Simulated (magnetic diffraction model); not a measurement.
## Yb3Sn4: the ordered moment from one line

Space group R-3 (no. 148), a = 14.4090 Å, c = 6.2540 Å.

| site | atom | x | y | z |
| --- | --- | --- | --- | --- |
| 18f | Yb | 0.6222 | 0.4992 | 0.1015 |
| 18f | Sn | 0.0611 | 0.6106 | 0.3948 |
| 3b | Sn | 0 | 0 | 1/2 |
| 3a | Sn | 0 | 0 | 0 |

This is a made-up structure (elements placed in a structure type, unrelaxed), so the numbers test the method and describe no known phase.

Only Yb is taken to order (form factors of Yb3+); orders and moment sizes are assumed, and not adapted to the symmetry. Radiation: neutrons of λ = 2.36 Å, 3° to 45°; isotropic B of 0.23 Å² (Yb) and 0.28 Å² (Sn). The intensities are simulated: I ∝ L Σ (|F_N|² + |F_M⊥|²) for unpolarised neutrons, with F_M = 2.695 fm/μB × Σ f(s) S exp(2πi Q·r) exp(−B s²) at Q = H ± k (one set where k and −k are equivalent), only the part normal to Q counting and L = 1/(sin²θ cos θ). For collinear order S is the moment m, which repeats by lattice and centring translations R with the sign exp(−2πi k·R). Form factors are spin-only for 3d ions and dipole or tabulated for f ions, scattering lengths are Sears's of 1992, and absorption is left out. A label names one of the reflections at its angle. The strongest nuclear line in the range is 100, and lines under 0.2 are left out.

In a first state the assumed order is k = (1/2 1/2 0), collinear moments along [001], 2.3 μB on Yb; signs + at (0.6222, 0.4992, 0.1015), + at (0.5437, 0.7112, 0.4349), + at (0.8341, 0.7896, 0.7682), + at (0.0445, 0.8341, 0.2318), + at (0.1229, 0.6222, 0.8985), + at (0.8326, 0.5437, 0.5651), with this pattern:

```tsv
2θ (°)	index	nuclear	magnetic
9.39	(1/2 1/2 0)	0.0	216.7
16.31	(3/2 -3/2 0)	0.0	6.6
22.43	(1/2 -1/2 1)	0.0	0.6
24.37	(1 0 1)	1.7	0.0
25.03	(5/2 -1/2 0)	0.0	12.2
26.17	(-1/2 3/2 1)	0.0	2.5
28.44	(3/2 3/2 0)	0.0	1.7
29.46	(3/2 1/2 1)	0.0	14.4
30.99	(0 2 1)	5.4	0.0
32.45	(5/2 -3/2 1)	0.0	5.2
32.96	(3 0 0)	8.4	0.0
34.35	(7/2 -5/2 0)	0.0	20.7
35.21	(-5/2 5/2 1)	0.0	3.8
36.52	(2 1 1)	100.0	0.0
37.80	(1/2 5/2 1)	0.0	10.3
38.24	(2 2 0)	9.2	0.0
```
(The table stops after 16 lines; 5 more lie at higher angle.)

**Question.** Nearer the ordering temperature the line at 9.39° has total intensity 106.2 on the same scale, and all moments have shrunk alike. How large is the Yb moment?

The nuclear part, 0.0, stays, so the magnetic part is 106.2 against 216.7. It goes as m², so m = 2.3 × √(106.2/216.7) = 1.61 μB; the value used was 1.61 μB.

[Logs are printed without paths, hosts, clocks, repeated set-up lines and the standing remarks that a program may print on its own settings, such as how far it seeks lower states.]
